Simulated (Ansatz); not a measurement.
# Is KF (Carobbiite, Fm-3m) stable when the ions move?, part 2 of 3

Wanted: self-consistent phonon frequencies, thermal pressure and a stability verdict for KF (Carobbiite).

Ansatz 0.2.0; DFT LDA, scalar-relativistic, plane waves, PAW; PAW set soft_1.

So far. Step 2 (A first coarse run): The start is under -3.5 GPa at this level and looks like an insulator or semiconductor on this mesh. Step 5 (Relaxing to small residual forces and stress): The residual pressure is 9.2e-4 GPa, small enough for phonons. The relaxed cell has a = 5.162 Å (conventional setting).

## Step 6: Sampling the crystal at temperature

Harmonic theory ignores how far atoms move; here frames sampled at temperature supply the forces, and the run stops at an error target or a frame limit.

The input, input.yaml:

```yaml
crystal:
  lattice:
    - [0.0, 2.581034007, 2.581034007]
    - [2.581034007, 0.0, 2.581034007]
    - [2.581034007, 2.581034007, 0.0]
  atoms:
    - { symbol: K, position: [0.0, 0.0, 0.0] }
    - { symbol: F, position: [0.5, 0.5, 0.5] }
kpoints:
  mp_grid: { grid: [6, 6, 6] }
hamiltonian:
  xc: lda
  pseudopotentials: { kind: paw, azcp: { folder: soft_1 }, xc_functional: pbe }
scf:
  occupations: { method: fixed }
  lower_state_search: "off"
output:
  stress: true
  eigenvalues: true
phonons:
  method: fd
  dielectric: false
  supercell: [2, 2, 2]
  temperatures: { t_max: 1000, t_step: 50 }
  qpath:
    path:
      - [[0.0, 0.0, 0.0], [0.5, 0.0, 0.5], [0.625, 0.25, 0.625]]
      - [[0.375, 0.375, 0.75], [0.0, 0.0, 0.0], [0.5, 0.5, 0.5], [0.5, 0.25, 0.75], [0.5, 0.0, 0.5]]
    npoints: 10
  self_consistent:
    temperatures: [100.0, 300.0, 600.0]
    max_frames: 96
    max_frequency_error: 3.0
```

Run with:

```console
> ansatz run input.yaml --threads 8 --pin off --max-ram 16384MiB --backend cpu --events-out ev --progress --plain --runs-dir out
```

Numbers of over 12 decimals in the logs are rounded to 6 here.

The log of the run:

```text
[...]
Crystal: 16 atoms, lattice volume = 275.107 Å³
Basis set: ecut = 420 eV, 5329 PW (Γ)
Bands: 80, of which v1, the nominal top of the filled ones, is band 64 counted from 1 (63 counted from 0)
Symmetry: 384 space group operations
k-points: 4 of 27
[...]
SCF iter   1: F=—  HF=-18342.257751 eV  |F-HF|=—  |Δ(HF+E_count)|=         —  Δρ=3.48e-8  dr2=2.59e-12  ethr=1.00e-12  ⟨swp⟩=3.0  Hψ=794  notcnv=0
[...]
SCF iter   2: F=-18342.257751 eV  HF=-18342.257751 eV  |F-HF|=0.00e0  |Δ(HF+E_count)|=    0.00e0  Δρ=1.54e-8  dr2=1.98e-13  ethr=1.00e-12  ⟨swp⟩=3.0  Hψ=688  notcnv=0
SCF 1 converged in 2 iterations: F = -18342.257751 eV  dr2 = 1.98e-13
[...]
Symmetry: 8 space group operations
k-points: 6 of 27 (time reversal used)
[...]
SCF iter   8: F=-18342.257740 eV  HF=-18342.257740 eV  |F-HF|=3.64e-12  |Δ(HF+E_count)|=  3.64e-12  Δρ=5.49e-8  dr2=4.87e-12  ethr=1.00e-12  ⟨swp⟩=5.0  Hψ=1707  notcnv=0
SCF 2 converged in 8 iterations: F = -18342.257740 eV  dr2 = 4.87e-12
[...]
SCF iter   7: F=-18342.257742 eV  HF=-18342.257742 eV  |F-HF|=0.00e0  |Δ(HF+E_count)|=  3.64e-12  Δρ=2.48e-8  dr2=1.99e-12  ethr=1.00e-12  ⟨swp⟩=5.0  Hψ=1794  notcnv=0
SCF 3 converged in 7 iterations: F = -18342.257742 eV  dr2 = 1.99e-12
[...]
── the supercell at rest and the probe, ahead of the frames of phonons at temperature ──
Symmetry: 1 space group operations
k-points: 14 of 27 (time reversal used)
[...]
SCF iter   1: F=—  HF=-18368.947369 eV  |F-HF|=—  |Δ(HF+E_count)|=         —  Δρ=2.19e-1  dr2=1.12e2  ethr=3.10e-3  ⟨swp⟩=4.7  Hψ=3472  notcnv=0  defer=163
[...]
SCF iter  11: F=-18342.257751 eV  HF=-18342.257751 eV  |F-HF|=2.55e-11  |Δ(HF+E_count)|=   1.16e-9  Δρ=2.49e-7  dr2=1.08e-10  ethr=1.25e-12  ⟨swp⟩=4.0  Hψ=3225  notcnv=0
SCF 1 converged in 11 iterations: F = -18342.257751 eV  dr2 = 1.08e-10
SCF iter   1: F=—  HF=-18368.946455 eV  |F-HF|=—  |Δ(HF+E_count)|=         —  Δρ=2.19e-1  dr2=1.12e2  ethr=3.10e-3  ⟨swp⟩=4.7  Hψ=3475  notcnv=0  defer=163
[...]
SCF iter  11: F=-18342.256987 eV  HF=-18342.256987 eV  |F-HF|=7.28e-10  |Δ(HF+E_count)|=  2.55e-11  Δρ=7.26e-7  dr2=8.17e-10  ethr=1.25e-12  ⟨swp⟩=4.0  Hψ=3304  notcnv=0
SCF 2 converged in 11 iterations: F = -18342.256987 eV  dr2 = 8.17e-10
[...]
── population 1 of phonons at temperature: 8 frames at 600 K, the first ──
── frame 1/8 of population 1 ──
[...]
SCF iter   1: F=—  HF=-18367.729063 eV  |F-HF|=—  |Δ(HF+E_count)|=         —  Δρ=2.18e-1  dr2=1.12e2  ethr=3.10e-3  ⟨swp⟩=6.3  Hψ=3919  notcnv=0  defer=175
[...]
SCF iter  12: F=-18340.971676 eV  HF=-18340.971676 eV  |F-HF|=8.73e-11  |Δ(HF+E_count)|=   1.01e-9  Δρ=4.57e-7  dr2=5.73e-10  ethr=1.25e-12  ⟨swp⟩=4.0  Hψ=3301  notcnv=0
SCF 1 converged in 12 iterations: F = -18340.971676 eV  dr2 = 5.73e-10
[...]
── frame 2/8 of population 1 ──
[...]
SCF iter   1: F=—  HF=-18367.355196 eV  |F-HF|=—  |Δ(HF+E_count)|=         —  Δρ=2.19e-1  dr2=1.13e2  ethr=3.10e-3  ⟨swp⟩=6.0  Hψ=3781  notcnv=0  defer=183
[...]
SCF iter  12: F=-18340.514826 eV  HF=-18340.514826 eV  |F-HF|=2.55e-10  |Δ(HF+E_count)|=  9.82e-11  Δρ=5.63e-7  dr2=8.15e-10  ethr=1.25e-12  ⟨swp⟩=4.0  Hψ=3304  notcnv=0
SCF 1 converged in 12 iterations: F = -18340.514826 eV  dr2 = 8.15e-10
[...]
── frame 3/8 of population 1 ──
SCF iter   1: F=—  HF=-18368.026294 eV  |F-HF|=—  |Δ(HF+E_count)|=         —  Δρ=2.19e-1  dr2=1.13e2  ethr=3.10e-3  ⟨swp⟩=6.6  Hψ=3799  notcnv=0  defer=185
[...]
SCF iter   5: F=—  HF=-18341.219563 eV  |F-HF|=—  |Δ(HF+E_count)|=   3.60e-2  Δρ=2.44e-3  dr2=1.06e-2  ethr=1.40e-4  ⟨swp⟩=2.8  Hψ=1816  notcnv=0  defer=196
[...]
k-point 2: bands = [... 60 lower, 1.7320, 1.7320, 1.7415, 1.7415, 9.1375, 10.2393, 10.6299, 10.6299, ... 12 higher]
  k-point 3: bands = [... 60 lower, 1.6330, 1.6780, 1.6780, 1.7036, 9.9849, 10.4379, 10.4379, 10.9991, ... 12 higher]
--- The result so far, ahead of the rings of phonons at temperature, which the run's own result has too ---
--- Phonons: 2 displaced members + reference (amplitude 0.0025 Å, Σ member SCF iterations 15) ---
  symmetry images taken by strict's conditions (phonons.symmetry_images: auto; settled by no image being taken that strict refuses); asymmetry of the core-correction force 3.4e-15 eV/Å at the most on a site, 2.8e-14 eV/Å summed over every site of the supercell
  ASR residual: 3.739e-4 → 0.000e0 eV/Å²; symmetrization residual: 6.759e-5 eV/Å²
  largest component of a force at the reference: 2.6e-28 eV/Å
  ASR residual per site (eV/Å²): 6.21e-5 3.74e-4
  Γ frequencies (cm⁻¹): 0.00 0.00 0.00 210.69 210.69 210.69
  density of states and harmonic sums: on the 2×2×2 q-mesh (no non-analytic term)
  zero-point energy: 0.063360 eV/cell   skipped modes (ω ≤ 0): 3   left out of the sums: 6.25e-2 of the cell's modes: C_V's classical limit lies that fraction below 3 k_B per atom; for a crystal, a wire or a layer, F and S can be off by more, and a phonons.interpolated_qmesh denser along its periods is the remedy for the sampling
--- Phonons at temperature: the self-consistent harmonic approximation ---
  32 frames of 16 atoms (2×2×2 cells), in populations of 8, 8 at 600 K and 8 at 300 K and 8 at 100 K: nothing lacks frames
  at 100 K
    the largest error of a frequency is 0.03 times what was asked for; the fitted model misses 0.9 % of the forces, every mode counted alike and far frames for less, of frames that it was not fitted to; the frames count as 8.1 of this Gaussian
    softest of the free energy's second derivatives: 85.30 ± 0.06 cm⁻¹ at q 0.5000 0.5000 0.0000; not told ahead of this temperature's last population
    the crystal stands in this phase at this temperature, as far as these wave vectors tell
    the ions' mean positions are those at rest
    free energy -2292.723543 ± 0.000011 eV a cell, of which vibrations 0.058676; entropy 15.762 ± 0.006 J/(mol·K) of cells
      by the supercell's own 45 modes alone, which lack the rigid motions: not to be laid beside figures on a mesh. There are none: the force constants hold no dipole–dipole term between the supercell's wave vectors
      the supercell's own free energy is the best Gaussian's, an upper bound on the crystal's, by how much is not told
    pressure 0.5474 ± 0.0063 GPa; at rest 0.0013, so that the ions' motion makes +0.5461
      stress (GPa, positive in compression): xx 0.5474 ± 0.0063, yy 0.5474 ± 0.0063, zz 0.5474 ± 0.0063, yz 0.0000 ± 0.0000, xz 0.0000 ± 0.0000, xy 0.0000 ± 0.0000
[...]
nothing is told beyond the Gaussian: the rings are not walked yet
    frequencies (cm⁻¹; below zero: imaginary; ±: error) of the harmonic crystal, of the Gaussian, of the free energy's second derivatives, each in its own ascending order
      q 0.0000 0.0000 0.0000
           210.69      217.26 ±  0.11      212.57 ±  0.13
           210.69      217.26 ±  0.11      212.57 ±  0.13
           210.69      217.26 ±  0.11      212.57 ±  0.13
      q 0.0000 0.0000 0.5000, and 3 like it
           129.10      132.57 ±  0.05      129.17 ±  0.09
           129.10      132.57 ±  0.05      129.17 ±  0.09
           193.41      198.00 ±  0.04      193.34 ±  0.07
           193.41      198.00 ±  0.04      193.34 ±  0.07
           210.05      212.09 ±  0.10      209.89 ±  0.10
           275.08      278.44 ±  0.05      275.09 ±  0.06
      q 0.0000 0.5000 0.5000, and 2 like it
            87.07       85.38 ±  0.07       85.30 ±  0.06
            87.07       85.38 ±  0.07       85.30 ±  0.06
           170.05      168.48 ±  0.10      168.34 ±  0.09
           217.92      225.08 ±  0.06      220.74 ±  0.07
           217.92      225.08 ±  0.06      220.74 ±  0.07
           227.94      235.39 ±  0.16      231.42 ±  0.17
  at 300 K
[...]
the ions' mean positions are those at rest
[...]
pressure 1.0133 ± 0.0037 GPa; at rest 0.0013, so that the ions' motion makes +1.0120
[...]
nothing is told beyond the Gaussian: the rings are not walked yet
[...]
q 0.0000 0.0000 0.0000
           210.69      222.45 ±  0.20      209.68 ±  0.29
           210.69      222.45 ±  0.20      209.68 ±  0.29
           210.69      222.45 ±  0.20      209.68 ±  0.29
      q 0.0000 0.0000 0.5000, and 3 like it
           129.10      135.45 ±  0.06      126.80 ±  0.13
           129.10      135.45 ±  0.06      126.80 ±  0.13
           193.41      201.59 ±  0.08      189.29 ±  0.16
           193.41      201.59 ±  0.08      189.29 ±  0.16
           210.05      213.84 ±  0.14      208.18 ±  0.16
           275.08      281.18 ±  0.12      272.33 ±  0.20
      q 0.0000 0.5000 0.5000, and 2 like it
            87.07       84.13 ±  0.08       83.91 ±  0.08
            87.07       84.13 ±  0.08       83.91 ±  0.08
           170.05      167.36 ±  0.08      166.98 ±  0.08
           217.92      230.86 ±  0.08      219.17 ±  0.12
           217.92      230.86 ±  0.08      219.17 ±  0.12
           227.94      241.33 ±  0.18      230.65 ±  0.28
  at 600 K
[...]
the ions' mean positions are those at rest
[...]
pressure 1.7628 ± 0.0294 GPa; at rest 0.0013, so that the ions' motion makes +1.7615
[...]
nothing is told beyond the Gaussian: the rings are not walked yet
[...]
q 0.0000 0.0000 0.0000
           210.69      230.87 ±  0.23      207.53 ±  1.10
           210.69      230.87 ±  0.23      207.53 ±  1.10
           210.69      230.87 ±  0.23      207.53 ±  1.10
      q 0.0000 0.0000 0.5000, and 3 like it
           129.10      139.89 ±  0.28      124.42 ±  0.96
           129.10      139.89 ±  0.28      124.42 ±  0.96
           193.41      207.14 ±  0.43      185.23 ±  0.92
           193.41      207.14 ±  0.43      185.23 ±  0.92
           210.05      216.73 ±  0.52      206.51 ±  0.67
           275.08      285.24 ±  0.87      269.43 ±  1.17
      q 0.0000 0.5000 0.5000, and 2 like it
            87.07       82.42 ±  0.40       82.00 ±  0.40
[...]
ASR residual: 3.739e-4 → 0.000e0 eV/Å²; symmetrization residual: 6.759e-5 eV/Å²
  largest component of a force at the reference: 2.6e-28 eV/Å
  ASR residual per site (eV/Å²): 6.21e-5 3.74e-4
  Γ frequencies (cm⁻¹): 0.00 0.00 0.00 210.69 210.69 210.69
  density of states and harmonic sums: on the 2×2×2 q-mesh (no non-analytic term)
[...]
--- Phonons at temperature: the self-consistent harmonic approximation ---
  32 frames of 16 atoms (2×2×2 cells), in populations of 8, 8 at 600 K and 8 at 300 K and 8 at 100 K: nothing lacks frames
  at 100 K
[...]
the ions' mean positions are those at rest
[...]
pressure 0.5474 ± 0.0063 GPa; at rest 0.0013, so that the ions' motion makes +0.5461
[...]
beyond the Gaussian, in the hollow that it stands in and those that the ions reach from there, by exact statistics on the surface that is fitted to the frames (rings of 10 beads):
      free energy -0.000282 ± 0.000030 eV a cell
      leaving out a pair of frames, or group of many, changes the fitted energy by up to 0.00 k_B T, T the rings' temperature (one standard deviation); of these ± those of the frequencies lack the bias that few frames leave, and those of the mean squares the mean places' part of it
      pressure +0.0050 ± 0.0011 GPa; with it, by the rings' own mean, 0.5524 ± 0.0065, so that the ions' motion makes +0.5511: by the supercell's own 45 modes alone, as the Gaussian's
      mean square displacement, over the three axes, of site 1 from 0, F, the most changed: 0.01679 ± 0.00007 Å², of which +0.00034 beyond the Gaussian's
      softest frequency by how far the rings' centres move (above zero always: no sign of whether the crystal stands): 85.26 ± 0.06 cm⁻¹ at q 0.0000 0.5000 0.5000
[...]
q 0.0000 0.0000 0.0000
[...]
q 0.0000 0.0000 0.5000, and 3 like it
[...]
q 0.0000 0.5000 0.5000, and 2 like it
[...]
at 300 K
[...]
the ions' mean positions are those at rest
[...]
pressure 1.0133 ± 0.0037 GPa; at rest 0.0013, so that the ions' motion makes +1.0120
[...]
free energy -0.002323 ± 0.000074 eV a cell
[...]
q 0.0000 0.0000 0.0000
[...]
q 0.0000 0.0000 0.5000, and 3 like it
[...]
q 0.0000 0.5000 0.5000, and 2 like it
[...]
at 600 K
[...]
the ions' mean positions are those at rest
[...]
pressure 1.7628 ± 0.0294 GPa; at rest 0.0013, so that the ions' motion makes +1.7615
[...]
free energy -0.008276 ± 0.000431 eV a cell
[...]
q 0.0000 0.0000 0.0000
[...]
q 0.0000 0.0000 0.5000, and 3 like it
           129.10      139.89 ±  0.28      124.42 ±  0.96
           129.10      139.89 ±  0.28      124.42 ±  0.96
           193.41      207.14 ±  0.43      185.23 ±  0.92
           193.41      207.14 ±  0.43      185.23 ±  0.92
           210.05      216.73 ±  0.52      206.51 ±  0.67
           275.08      285.24 ±  0.87      269.43 ±  1.17
      q 0.0000 0.5000 0.5000, and 2 like it
            87.07       82.42 ±  0.40       82.00 ±  0.40
            87.07       82.42 ±  0.40       82.00 ±  0.40
           170.05      165.76 ±  0.66      165.10 ±  0.64
           217.92      239.84 ±  0.42      218.48 ±  0.77
           217.92      239.84 ±  0.42      218.48 ±  0.77
           227.94      250.61 ±  0.84      231.06 ±  1.27
```

Elapsed: 3.6 min, on 8 threads of Arm Neoverse V1, shared host; peak memory 1.1 GiB.

This step gave:

```yaml
point_group: m-3m
frames_solved: 32
pressure_of_the_lattice_at_rest: 0.001286 GPa
```

100 K; each column in its own order of rank; one wavevector of each set of like ones; translations left out; no LO-TO term. Modes at 100K, by row:

```
q1   q2   q3  rank  harmonic (cm⁻¹)  gaussian (cm⁻¹)  gaussian error (cm⁻¹)  hessian (cm⁻¹)  hessian error (cm⁻¹)  path integral (cm⁻¹)  path integral error (cm⁻¹)
 0    0    0     1            210.7            217.3                    0.1           212.6                   0.1                 212.1                         0.5
 0    0    0     2            210.7            217.3                    0.1           212.6                   0.1                 212.1                         0.5
 0    0    0     3            210.7            217.3                    0.1           212.6                   0.1                 212.1                         0.5
 0    0  0.5     1            129.1            132.6                    0.1           129.2                   0.1                 129.1                         0.3
 0    0  0.5     2            129.1            132.6                    0.1           129.2                   0.1                 129.1                         0.3
 0    0  0.5     3            193.4              198                      0           193.3                   0.1                 193.3                         0.3
 0    0  0.5     4            193.4              198                      0           193.3                   0.1                 193.3                         0.3
 0    0  0.5     5            210.1            212.1                    0.1           209.9                   0.1                   210                         0.3
 0    0  0.5     6            275.1            278.4                      0           275.1                   0.1                 274.9                         0.4
 0  0.5  0.5     1             87.1             85.4                    0.1            85.3                   0.1                  85.3                         0.1
 0  0.5  0.5     2             87.1             85.4                    0.1            85.3                   0.1                  85.3                         0.1
 0  0.5  0.5     3            170.1            168.5                    0.1           168.3                   0.1                 168.3                         0.1
 0  0.5  0.5     4            217.9            225.1                    0.1           220.7                   0.1                 220.9                         0.4
 0  0.5  0.5     5            217.9            225.1                    0.1           220.7                   0.1                 220.9                         0.4
 0  0.5  0.5     6            227.9            235.4                    0.2           231.4                   0.2                 231.4                         0.4
```

300 K; each column in its own order of rank; one wavevector of each set of like ones; translations left out; no LO-TO term. Modes at 300K, by row:

```
q1   q2   q3  rank  harmonic (cm⁻¹)  gaussian (cm⁻¹)  gaussian error (cm⁻¹)  hessian (cm⁻¹)  hessian error (cm⁻¹)  path integral (cm⁻¹)  path integral error (cm⁻¹)
 0    0    0     1            210.7            222.5                    0.2           209.7                   0.3                 207.9                           1
 0    0    0     2            210.7            222.5                    0.2           209.7                   0.3                 207.9                           1
 0    0    0     3            210.7            222.5                    0.2           209.7                   0.3                 207.9                           1
 0    0  0.5     1            129.1            135.5                    0.1           126.8                   0.1                 126.2                         0.3
 0    0  0.5     2            129.1            135.5                    0.1           126.8                   0.1                 126.2                         0.3
 0    0  0.5     3            193.4            201.6                    0.1           189.3                   0.2                 187.8                         0.5
 0    0  0.5     4            193.4            201.6                    0.1           189.3                   0.2                 187.8                         0.5
 0    0  0.5     5            210.1            213.8                    0.1           208.2                   0.2                 207.5                         0.4
 0    0  0.5     6            275.1            281.2                    0.1           272.3                   0.2                 272.1                         0.6
 0  0.5  0.5     1             87.1             84.1                    0.1            83.9                   0.1                  83.5                         0.1
 0  0.5  0.5     2             87.1             84.1                    0.1            83.9                   0.1                  83.5                         0.1
 0  0.5  0.5     3            170.1            167.4                    0.1             167                   0.1                 166.6                         0.2
 0  0.5  0.5     4            217.9            230.9                    0.1           219.2                   0.1                 218.7                         0.5
 0  0.5  0.5     5            217.9            230.9                    0.1           219.2                   0.1                 218.7                         0.5
 0  0.5  0.5     6            227.9            241.3                    0.2           230.6                   0.3                 230.2                         0.5
```

(Continued in part 3 of 3.)

[Logs are printed without paths, hosts, clocks, repeated set-up lines and the standing remarks that a program may print on its own settings, such as how far it seeks lower states.]

[Hosts, paths, dates, database ids (printed as entryN), source tags and the programs' standing remarks are cut or masked in the printed files.]

[A step with changed settings may run another functional than the one named; its input shows which.]
